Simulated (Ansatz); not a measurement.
**Σ9 (221) boundary in fcc Ir, starting shift (0.5, 0): structure and resistance**

Aim: the relaxed structure and the specific resistance of the Σ9 (221) boundary in fcc Ir, starting shift (0.5, 0).

Method: Ansatz plane-wave DFT, PBE, PAW files; relaxation of a bicrystal slab with its lowest layers held; PAW set soft_1, in the first sound run; inputs show where later runs differ, in Ansatz 0.2.0.

### Step 1. The starting structure

The cell holds 31 atoms: 31 Ir. Cell: a = 2.715 Å, b = 8.145 Å, c = 30.847 Å, α = 90.0°, β = 90.0°, γ = 90.0°. It derives from Ir. built on the (2 2 1) plane; 1 overlapping atoms removed and the grains opened by 0.65 Å. Vacuum lies along c.

### Step 2. Relaxing the bicrystal

The boundary is built by mirroring the lower grain in the boundary plane and removing any atoms that overlap. A thin bicrystal slab is relaxed first, with the lowest layers held and the upper grain free to shift and open.

The input, input.yaml:

```yaml
crystal:
  lattice:
    - [2.7148657757, 0.0, 0.0]
    - [0.0, 8.1445973271, 0.0]
    - [0.0, 0.0, 30.847]
  atoms:
    - { symbol: Ir, position: [0.5000000002, 0.3888888889, 0.1620903167] }
    - { symbol: Ir, position: [2.0e-10, 0.6666666667, 0.1828346355] }
    - { symbol: Ir, position: [0.5000000002, 0.9444444445, 0.2035789542] }
    - { symbol: Ir, position: [2.0e-10, 0.2222222222, 0.2243232729] }
    - { symbol: Ir, position: [0.5000000002, 0.5, 0.2450675917] }
    - { symbol: Ir, position: [1.0e-10, 0.7777777778, 0.2658119104] }
    - { symbol: Ir, position: [0.5000000001, 0.0555555556, 0.2865562291] }
    - { symbol: Ir, position: [1.0e-10, 0.3333333333, 0.3073005479] }
    - { symbol: Ir, position: [0.5000000001, 0.6111111111, 0.3280448666] }
    - { symbol: Ir, position: [1.0e-10, 0.8888888889, 0.3487891853] }
    - { symbol: Ir, position: [0.5000000001, 0.1666666667, 0.3695335041] }
    - { symbol: Ir, position: [0.0, 0.4444444444, 0.3902778228] }
    - { symbol: Ir, position: [0.5, 0.7222222222, 0.4110221415] }
    - { symbol: Ir, position: [0.0, 0.0, 0.4317664603] }
    - { symbol: Ir, position: [0.0, 0.7222222222, 0.4735825202] }
    - { symbol: Ir, position: [0.5, 0.4444444444, 0.4943268389] }
    - { symbol: Ir, position: [1.0e-10, 0.1666666667, 0.5150711576] }
    - { symbol: Ir, position: [0.5000000001, 0.8888888889, 0.5358154764] }
    - { symbol: Ir, position: [1.0e-10, 0.6111111111, 0.5565597951] }
    - { symbol: Ir, position: [0.5000000001, 0.3333333333, 0.5773041139] }
    - { symbol: Ir, position: [1.0e-10, 0.0555555556, 0.5980484326] }
    - { symbol: Ir, position: [0.5000000001, 0.7777777778, 0.6187927513] }
    - { symbol: Ir, position: [2.0e-10, 0.5, 0.6395370701] }
    - { symbol: Ir, position: [0.5000000002, 0.2222222222, 0.6602813888] }
    - { symbol: Ir, position: [2.0e-10, 0.9444444445, 0.6810257075] }
    - { symbol: Ir, position: [0.5000000002, 0.6666666667, 0.7017700263] }
    - { symbol: Ir, position: [2.0e-10, 0.3888888889, 0.722514345] }
    - { symbol: Ir, position: [0.5000000003, 0.1111111111, 0.7432586637] }
    - { symbol: Ir, position: [3.0e-10, 0.8333333334, 0.7640029825] }
    - { symbol: Ir, position: [0.5000000003, 0.5555555556, 0.7847473012] }
    - { symbol: Ir, position: [3.0e-10, 0.2777777778, 0.8054916199] }
kpoints:
  mp_grid: { grid: [9, 3, 1] }
hamiltonian:
  xc: pbe
  pseudopotentials: { kind: paw, azcp: { folder: soft_1 } }
scf:
  occupations: { method: fermi_dirac, width: 0.1 }
relax:
  f_tol: 0.03
  max_steps: 80
  constraints: [{ sites: [0, 1, 2, 3, 4] }]
```

On the command line:

```
ansatz run input.yaml --threads 4 --pin off --max-ram 15360MiB --backend cpu --events-out ev --progress --plain --runs-dir out
```

Numbers of over 12 decimals in the logs are rounded to 6 here.

The log of the run:

```text
Engine: ansatz 0.2.0, aarch64-unknown-linux-gnu
Pseudopotentials: kind: paw
Pseudopotential: Ir, paw, valence charge 17, recommended cutoff 420 eV (normal), soft_1/Ir.paw.azcp
Functional definition: PBE
  parameter kappa = 0.804
  parameter beta = 0.066725
  exchange = pbe_x(kappa = kappa, mu = beta*pi^2/3)
  correlation = pbe_c(beta = beta)
Crystal: 31 atoms, lattice volume = 682.073 Å³
Basis set: ecut = 420 eV, 13465 PW (Γ), exchange–correlation on 40×120×432 points (8 copies of the dense FFT grid, shifted against one another)
Bands: 317, of which v1, the nominal top of the filled ones, is band 264 counted from 1 (263 counted from 0)
Symmetry: 2 space group operations
Space group: Pm (ITA 6), of the structure as read, at distance tolerance 8.8e-5 Å
k-points: 10 of 27 (time reversal used)
Non-local potential: Ir, projectors of the file, l = 0: 3, l = 1: 2, l = 2: 2, l = 3: 1
PAW form: soft (Blöchl's): semilocal exchange-correlation on the pseudo side does not see the compensation charge
PAW one-centre angular grid: Ir, 590 points (default); XC on 64 Gauss nodes
Initial density: superposition of atomic densities (neutral atoms: chi_scale 0, normalization atom)
Initial wavefunctions: pseudopotential atomic-orbital guess
Functional: x = pbe(κ = 0.804, μ = 0.219515), c = pbe(β = 0.066725)
iter 1 solved again at ethr=2.82e-3 eV; its pass at ethr=3.10e-3 eV (dr2=1.49e1 eV) is discarded
SCF iter   1: F=—  HF=-370033.982882 eV  |F-HF|=—  |Δ(HF+E_count)|=         —  Δρ=3.97e-2  dr2=1.49e1  ethr=2.82e-3  ⟨swp⟩=2.6  Hψ=16178  notcnv=0
preconditioner: auto → LDOS  [metal: Δε(μ)=0.003 eV  Ē_g=6.565 eV  σ=0.100 eV  W_gap=0.01  n_scr=196 (ndim 8)  ℏωp=23.7 eV  f_vac=0.294  D(μ)=32.90/eV (n_scr^D=316)  β→1.0]
SCF iter   2: F=—  HF=-370033.797975 eV  |F-HF|=—  |Δ(HF+E_count)|=   1.85e-1  Δρ=3.09e-2  dr2=1.03e1  ethr=2.82e-3  ⟨swp⟩=3.4  Hψ=9300  notcnv=0  defer=86
SCF iter   3: F=—  HF=-370030.842548 eV  |F-HF|=—  |Δ(HF+E_count)|=    2.96e0  Δρ=5.17e-3  dr2=4.99e-1  ethr=1.95e-3  ⟨swp⟩=3.3  Hψ=7004  notcnv=0  defer=138
SCF iter   4: F=—  HF=-370030.816449 eV  |F-HF|=—  |Δ(HF+E_count)|=   2.61e-2  Δρ=2.70e-3  dr2=6.76e-2  ethr=9.48e-5  ⟨swp⟩=2.3  Hψ=6238  notcnv=0  defer=138
SCF iter   5: F=—  HF=-370030.799895 eV  |F-HF|=—  |Δ(HF+E_count)|=   1.66e-2  Δρ=8.91e-4  dr2=1.18e-2  ethr=1.28e-5  ⟨swp⟩=3.2  Hψ=6267  notcnv=0  defer=138
SCF iter   6: F=—  HF=-370030.801830 eV  |F-HF|=—  |Δ(HF+E_count)|=   1.93e-3  Δρ=3.38e-4  dr2=1.86e-3  ethr=2.25e-6  ⟨swp⟩=2.2  Hψ=4796  notcnv=0  defer=138
SCF iter   7: F=—  HF=-370030.801887 eV  |F-HF|=—  |Δ(HF+E_count)|=   5.72e-5  Δρ=1.73e-4  dr2=5.62e-4  ethr=3.53e-7  ⟨swp⟩=2.9  Hψ=5811  notcnv=0  defer=138
SCF iter   8: F=—  HF=-370030.801839 eV  |F-HF|=—  |Δ(HF+E_count)|=   4.83e-5  Δρ=8.07e-5  dr2=8.30e-5  ethr=1.07e-7  ⟨swp⟩=2.2  Hψ=4551  notcnv=0  defer=138
SCF iter   9: F=-370030.801831 eV  HF=-370030.801837 eV  |F-HF|=6.02e-6  |Δ(HF+E_count)|=   2.03e-6  Δρ=2.24e-5  dr2=8.57e-6  ethr=4.27e-9  ⟨swp⟩=4.8  Hψ=10909  notcnv=0
SCF 1 converged in 9 iterations: F = -370030.801831 eV  dr2 = 8.57e-6
  greatest PAW one-centre occupation: 1.000 electrons in one spin orbital (limit 2), on the Ir atom at site 12 (counted from 0), in its partial waves of l = 0
relax step   1: F+E_penalty+E_count = -370030.80183103 eV  Δ(F+E_penalty+E_count) = +0.000e0 eV  max|allowed force component| = 6.537e0 eV/Å  Δτ_max = 0.0000 Å  (9 SCF iters, dr2 threshold 2.25e-5 eV, accepted)
Initial density: handed on by an earlier stage of this run
Initial wavefunctions: those handed on with the density
iter 1 solved again at ethr=6.06e-4 eV; its pass at ethr=3.10e-3 eV (dr2=3.20e0 eV) is discarded
SCF iter   1: F=—  HF=-370031.960076 eV  |F-HF|=—  |Δ(HF+E_count)|=         —  Δρ=1.08e-2  dr2=3.43e0  ethr=6.06e-4  ⟨swp⟩=1.2  Hψ=10626  notcnv=0  defer=141
preconditioner: auto → LDOS  [metal: Δε(μ)=0.016 eV  Ē_g=6.393 eV  σ=0.100 eV  W_gap=0.04  n_scr=196 (ndim 8)  ℏωp=23.7 eV  f_vac=0.298  D(μ)=34.41/eV (n_scr^D=324)  β→1.0]
SCF iter   2: F=—  HF=-370031.938947 eV  |F-HF|=—  |Δ(HF+E_count)|=   2.11e-2  Δρ=4.72e-3  dr2=3.91e-1  ethr=6.06e-4  ⟨swp⟩=2.0  Hψ=4808  notcnv=0  defer=141
SCF iter   3: F=—  HF=-370031.866541 eV  |F-HF|=—  |Δ(HF+E_count)|=   7.24e-2  Δρ=2.19e-3  dr2=9.56e-2  ethr=7.41e-5  ⟨swp⟩=3.0  Hψ=6716  notcnv=0  defer=141
SCF iter   4: F=—  HF=-370031.844093 eV  |F-HF|=—  |Δ(HF+E_count)|=   2.24e-2  Δρ=4.52e-4  dr2=3.03e-3  ethr=1.81e-5  ⟨swp⟩=2.5  Hψ=5154  notcnv=0  defer=141
SCF iter   5: F=—  HF=-370031.843808 eV  |F-HF|=—  |Δ(HF+E_count)|=   2.85e-4  Δρ=1.57e-4  dr2=3.68e-4  ethr=5.75e-7  ⟨swp⟩=2.9  Hψ=6089  notcnv=0  defer=141
SCF iter   6: F=-370031.843794 eV  HF=-370031.843817 eV  |F-HF|=2.28e-5  |Δ(HF+E_count)|=   8.52e-6  Δρ=5.74e-5  dr2=4.49e-5  ethr=1.90e-8  ⟨swp⟩=3.0  Hψ=12231  notcnv=0
SCF 2 converged in 6 iterations: F = -370031.843794 eV  dr2 = 4.49e-5
  greatest PAW one-centre occupation: 1.000 electrons in one spin orbital (limit 2), on the Ir atom at site 14 (counted from 0), in its partial waves of l = 0
relax step   2: F+E_penalty+E_count = -370031.84379416 eV  Δ(F+E_penalty+E_count) = -1.042e0 eV  max|allowed force component| = 1.921e0 eV/Å  Δτ_max = 0.1968 Å  (6 SCF iters, dr2 threshold 1.00e-4 eV, accepted)
iter 1 solved again at ethr=4.07e-4 eV; its pass at ethr=3.10e-3 eV (dr2=2.14e0 eV) is discarded
SCF iter   1: F=—  HF=-370032.118727 eV  |F-HF|=—  |Δ(HF+E_count)|=         —  Δρ=1.12e-2  dr2=2.17e0  ethr=4.07e-4  ⟨swp⟩=1.7  Hψ=11661  notcnv=0  defer=124
preconditioner: auto → LDOS  [metal: Δε(μ)=0.004 eV  Ē_g=6.383 eV  σ=0.100 eV  W_gap=0.01  n_scr=196 (ndim 8)  ℏωp=23.7 eV  f_vac=0.300  D(μ)=34.74/eV (n_scr^D=324)  β→1.0]
SCF iter   2: F=—  HF=-370032.090592 eV  |F-HF|=—  |Δ(HF+E_count)|=   2.81e-2  Δρ=3.30e-3  dr2=1.50e-1  ethr=4.07e-4  ⟨swp⟩=2.0  Hψ=4701  notcnv=0  defer=124
SCF iter   3: F=—  HF=-370032.084730 eV  |F-HF|=—  |Δ(HF+E_count)|=   5.86e-3  Δρ=2.42e-3  dr2=1.25e-1  ethr=2.84e-5  ⟨swp⟩=3.0  Hψ=6837  notcnv=0  defer=124
SCF iter   4: F=—  HF=-370032.054521 eV  |F-HF|=—  |Δ(HF+E_count)|=   3.02e-2  Δρ=6.10e-4  dr2=5.92e-3  ethr=2.37e-5  ⟨swp⟩=2.2  Hψ=4590  notcnv=0  defer=124
SCF iter   5: F=—  HF=-370032.054514 eV  |F-HF|=—  |Δ(HF+E_count)|=   6.63e-6  Δρ=1.23e-4  dr2=2.81e-4  ethr=1.12e-6  ⟨swp⟩=2.1  Hψ=5134  notcnv=0  defer=136
SCF iter   6: F=-370032.054433 eV  HF=-370032.054452 eV  |F-HF|=1.92e-5  |Δ(HF+E_count)|=   6.21e-5  Δρ=4.03e-5  dr2=2.91e-5  ethr=1.90e-8  ⟨swp⟩=2.9  Hψ=13504  notcnv=0
SCF 3 converged in 6 iterations: F = -370032.054433 eV  dr2 = 2.91e-5
[...]
relax step   9: F+E_penalty+E_count = -370032.53539682 eV  Δ(F+E_penalty+E_count) = -1.430e-1 eV  max|allowed force component| = 4.949e-1 eV/Å  Δτ_max = 0.1941 Å  (7 SCF iters, dr2 threshold 1.43e-5 eV, accepted)
relax step  10: F+E_penalty+E_count = -370032.71312031 eV  Δ(F+E_penalty+E_count) = -1.777e-1 eV  max|allowed force component| = 6.257e-1 eV/Å  Δτ_max = 0.1944 Å  (6 SCF iters, dr2 threshold 1.00e-4 eV, accepted)
relax step  11: F+E_penalty+E_count = -370032.84562055 eV  Δ(F+E_penalty+E_count) = -1.325e-1 eV  max|allowed force component| = 2.796e-1 eV/Å  Δτ_max = 0.1932 Å  (6 SCF iters, dr2 threshold 1.00e-4 eV, accepted)
relax step  12: F+E_penalty+E_count = -370032.94170399 eV  Δ(F+E_penalty+E_count) = -9.608e-2 eV  max|allowed force component| = 2.606e-1 eV/Å  Δτ_max = 0.1950 Å  (7 SCF iters, dr2 threshold 1.56e-5 eV, accepted)
relax step  13: F+E_penalty+E_count = -370033.00246837 eV  Δ(F+E_penalty+E_count) = -6.076e-2 eV  max|allowed force component| = 1.530e-1 eV/Å  Δτ_max = 0.1945 Å  (7 SCF iters, dr2 threshold 1.36e-5 eV, accepted)
relax step  14: F+E_penalty+E_count = -370033.02043337 eV  Δ(F+E_penalty+E_count) = -1.796e-2 eV  max|allowed force component| = 1.754e-1 eV/Å  Δτ_max = 0.1871 Å  (7 SCF iters, dr2 threshold 8.07e-6 eV, accepted)
relax step  15: F+E_penalty+E_count = -370033.02408982 eV  Δ(F+E_penalty+E_count) = -3.656e-3 eV  max|allowed force component| = 6.614e-2 eV/Å  Δτ_max = 0.0188 Å  (5 SCF iters, dr2 threshold 1.06e-5 eV, accepted)
SCF iter   1: F=—  HF=-370033.023955 eV  |F-HF|=—  |Δ(HF+E_count)|=         —  Δρ=7.29e-4  dr2=6.00e-3  ethr=1.81e-5  ⟨swp⟩=2.4  Hψ=5521  notcnv=0  defer=144
preconditioner: auto → LDOS  [metal: Δε(μ)=0.007 eV  Ē_g=6.409 eV  σ=0.100 eV  W_gap=0.02  n_scr=196 (ndim 8)  ℏωp=23.7 eV  f_vac=0.301  D(μ)=33.46/eV (n_scr^D=324)  β→1.0]
SCF iter   2: F=—  HF=-370033.023627 eV  |F-HF|=—  |Δ(HF+E_count)|=   3.28e-4  Δρ=1.83e-4  dr2=3.28e-4  ethr=1.14e-6  ⟨swp⟩=2.0  Hψ=5040  notcnv=0  defer=144
SCF iter   3: F=—  HF=-370033.023605 eV  |F-HF|=—  |Δ(HF+E_count)|=   2.24e-5  Δρ=1.03e-4  dr2=2.03e-4  ethr=6.23e-8  ⟨swp⟩=2.6  Hψ=5600  notcnv=0  defer=144
SCF iter   4: F=—  HF=-370033.023556 eV  |F-HF|=—  |Δ(HF+E_count)|=   4.91e-5  Δρ=1.72e-5  dr2=4.66e-6  ethr=3.86e-8  ⟨swp⟩=3.1  Hψ=5861  notcnv=0  defer=144
SCF iter   5: F=—  HF=-370033.024996 eV  |F-HF|=—  |Δ(HF+E_count)|=   1.44e-3  Δρ=6.27e-6  dr2=4.19e-7  ethr=8.84e-10  ⟨swp⟩=2.8  Hψ=6106  notcnv=0  defer=144
SCF iter   6: F=-370033.024996 eV  HF=-370033.024996 eV  |F-HF|=2.60e-8  |Δ(HF+E_count)|=   1.12e-7  Δρ=2.38e-6  dr2=7.07e-8  ethr=1.90e-11  ⟨swp⟩=5.2  Hψ=11443  notcnv=0
SCF 16 converged in 6 iterations: F = -370033.024996 eV  dr2 = 7.07e-8
relax step  16: F+E_penalty+E_count = -370033.02499644 eV  Δ(F+E_penalty+E_count) = -9.066e-4 eV  max|allowed force component| = 2.862e-2 eV/Å  Δτ_max = 0.0111 Å  (6 SCF iters, accepted)
SCF converged after 6 iterations
Free energy (F): -370033.024996 eV
Harris-Foulkes:  -370033.024996 eV  (|F-HF|=2.60e-8)
Internal energy: -370031.911929 eV  (E = F + TS)
E sigma→0 (E₀):  -370032.468462 eV
Entropy (-TS):   -1.113068 eV (-35.905 meV/atom)
Fermi energy:    14.645154 eV
--- Per-component energies (eV) ---
  E_band       = -8288.252393
  E_kinetic    = 16714.428153
  E_local      = -674001.168400  (includes V_loc(G=0)·N_el)
  E_nonlocal   = 5889.412410
  E_hartree    = 329871.654734
  E_xc         = -7123.531967
  E_vxc        = -7938.125985  (∫ρ·V_xc dr)
  E_paw        = -287219.517571  (= ΣΔE_a)
  E_vpaw       = -8696.130453  (= ΣTr[D̂ρ^β])
  E_aug_tail   = 0.010908  (compensation charges beyond the density's cutoff)
  E_ewald      = 245836.799805
  E_smearing   = -1.113068  (= −TS)
  E_closure    = 0.000000  (closes the sum)
  Σ components = -370033.024996   (vs F -370033.024996, Δ=0.00e0)
--- Forces (eV/Å), atoms counted from 1 ---
  atom   1  Ir     0.00000000     0.67656016     1.17074298
  atom   2  Ir     0.00000000    -0.21151841     0.02925703
  atom   3  Ir     0.00000000    -0.31795659     0.20509574
  atom   4  Ir     0.00000000    -0.28737835    -1.10760255
  atom   5  Ir     0.00000000     0.13017594    -0.28950406
  atom   6  Ir     0.00000000     0.01152666    -0.00548556
  atom   7  Ir     0.00000000    -0.00080906    -0.01010822
  atom   8  Ir     0.00000000     0.00413684    -0.00373598
  atom   9  Ir     0.00000000     0.00068939     0.00846338
  atom  10  Ir     0.00000000    -0.00296397     0.00166566
  atom  11  Ir     0.00000000    -0.00262295    -0.00894789
  atom  12  Ir     0.00000000    -0.00558479     0.01276253
  atom  13  Ir     0.00000000     0.00154563     0.01203432
  atom  14  Ir     0.00000000    -0.00577573    -0.00430874
  atom  15  Ir     0.00000000     0.01711392    -0.00456773
  atom  16  Ir     0.00000000     0.00424857    -0.00130598
  atom  17  Ir     0.00000000    -0.01341278     0.00854896
  atom  18  Ir     0.00000000    -0.00988488    -0.00706214
  atom  19  Ir     0.00000000     0.01432395     0.01057728
  atom  20  Ir     0.00000000     0.00466713    -0.00381579
  atom  21  Ir     0.00000000    -0.01302008    -0.01391694
  atom  22  Ir     0.00000000     0.00115492    -0.01003025
  atom  23  Ir     0.00000000     0.00662122     0.01274255
  atom  24  Ir     0.00000000     0.00124433     0.01230074
  atom  25  Ir     0.00000000     0.00621047    -0.00944908
  atom  26  Ir     0.00000000    -0.02862393    -0.00593172
  atom  27  Ir     0.00000000     0.01071958    -0.00263934
  atom  28  Ir     0.00000000     0.00437678     0.00228358
  atom  29  Ir     0.00000000    -0.00360211    -0.01024602
  atom  30  Ir     0.00000000     0.00432060     0.01837596
  atom  31  Ir     0.00000000     0.00346376    -0.00618414
  max |Σ_I F_I| component: 5.38e-5 eV/Å
--- Relaxed structure (16 steps of the walk, 16 accepted, 0 SCFs on fresh bases) ---
  F+E_penalty+E_count = -370033.02499644 eV   max|allowed force component| = 2.862e-2 eV/Å
  atoms:
    - { symbol: Ir, position: [0.500000, 0.388889, 0.1620903167] }
    - { symbol: Ir, position: [1.5432414005308615e-18, 0.6666666667, 0.182835] }
    - { symbol: Ir, position: [0.500000, 0.944444, 0.2035789542] }
    - { symbol: Ir, position: [1.5432414005308615e-18, 0.222222, 0.2243232729] }
    - { symbol: Ir, position: [0.500000, 0.5, 0.2450675917] }
    - { symbol: Ir, position: [1.5432414005308615e-18, 0.780388, 0.265981] }
    - { symbol: Ir, position: [0.500000, 0.057093, 0.286825] }
    - { symbol: Ir, position: [1.5432414005308615e-18, 0.334657, 0.307109] }
    - { symbol: Ir, position: [0.500000, 0.612983, 0.327342] }
    - { symbol: Ir, position: [1.5432414005308615e-18, 0.887441, 0.350987] }
    - { symbol: Ir, position: [0.500000, 0.169359, 0.370418] }
    - { symbol: Ir, position: [1.5432414263802557e-18, 0.446317, 0.389058] }
    - { symbol: Ir, position: [0.500000, 0.718581, 0.414848] }
    - { symbol: Ir, position: [1.5432414263802557e-18, 0.00919749, 0.431704] }
    - { symbol: Ir, position: [1.5432414263802557e-18, 0.507630, 0.470088] }
    - { symbol: Ir, position: [0.500000, 0.217113, 0.487713] }
    - { symbol: Ir, position: [1.5432414005308615e-18, -0.055292, 0.512696] }
    - { symbol: Ir, position: [0.500000, 0.669964, 0.531036] }
    - { symbol: Ir, position: [1.5432414005308615e-18, 0.387769, 0.550948] }
    - { symbol: Ir, position: [0.500000, 0.110639, 0.573932] }
    - { symbol: Ir, position: [1.5432414005308615e-18, -0.168909, 0.595310] }
    - { symbol: Ir, position: [0.500000, 0.554248, 0.614582] }
    - { symbol: Ir, position: [1.5432414005308615e-18, 0.277284, 0.636620] }
    - { symbol: Ir, position: [0.500000, 0.00024664, 0.657406] }
    - { symbol: Ir, position: [1.5432414005308615e-18, 0.724225, 0.678918] }
    - { symbol: Ir, position: [0.500000, 0.446918, 0.697739] }
    - { symbol: Ir, position: [1.5432414005308615e-18, 0.166768, 0.719105] }
    - { symbol: Ir, position: [0.500000, -0.115092, 0.743867] }
    - { symbol: Ir, position: [0.0, 0.606435, 0.760622] }
    - { symbol: Ir, position: [0.500000, 0.335185, 0.780805] }
    - { symbol: Ir, position: [0.0, 0.066754, 0.799967] }
```

Elapsed: 19 min, on 4 threads of Arm Neoverse V2, shared host; peak memory 4.4 GiB.

The steps of the relaxation:

```
step  energy less that of the first step (eV)  largest force component (eV/Å)
   1                                   0.0000                          6.5367
   2                                  -1.0420                          1.9210
   3                                  -1.2526                          0.5120
   4                                  -1.3411                          0.2989
   5                                  -1.4253                          0.3607
   6                                  -1.4807                          0.5214
   7                                  -1.5258                          0.2167
   8                                  -1.5906                          0.2875
   9                                  -1.7336                          0.4949
  10                                  -1.9113                          0.6257
  11                                  -2.0438                          0.2796
  12                                  -2.1399                          0.2606
  13                                  -2.2006                          0.1530
  14                                  -2.2186                          0.1754
  15                                  -2.2223                          0.0661
  16                                  -2.2232                          0.0286
```

Forces are held to the 2 operations that the run works with; a distortion that breaks them can't arise in this run.

The atoms that moved most (Å):

```
atom     dx      dy      dz  length
Ir16  0.000  -1.852  -0.204   1.863
Ir29  0.000  -1.848  -0.104   1.851
Ir28  0.000  -1.842   0.019   1.842
Ir21  0.000  -1.828  -0.084   1.830
Ir19  0.000  -1.819  -0.173   1.827
Ir22  0.000  -1.821  -0.130   1.825
Ir20  0.000  -1.814  -0.104   1.817
Ir23  0.000  -1.814  -0.090   1.816
```

Numbers from this step:

* free energy: -370033.0250 eV
* energy at zero smearing: -370032.4685 eV
* Fermi energy: 14.65 eV

The largest force component on a free atom ends at 0.029 eV/Å, under the tolerance of 0.03, after 16 steps.

(Continued in part 2 of 3.)

[Logs are printed without paths, hosts, clocks, repeated set-up lines and the standing remarks that a program may print on its own settings, such as how far it seeks lower states.]

[Hosts, paths, dates, database ids (printed as entryN), source tags and the programs' standing remarks are cut or masked in the printed files.]
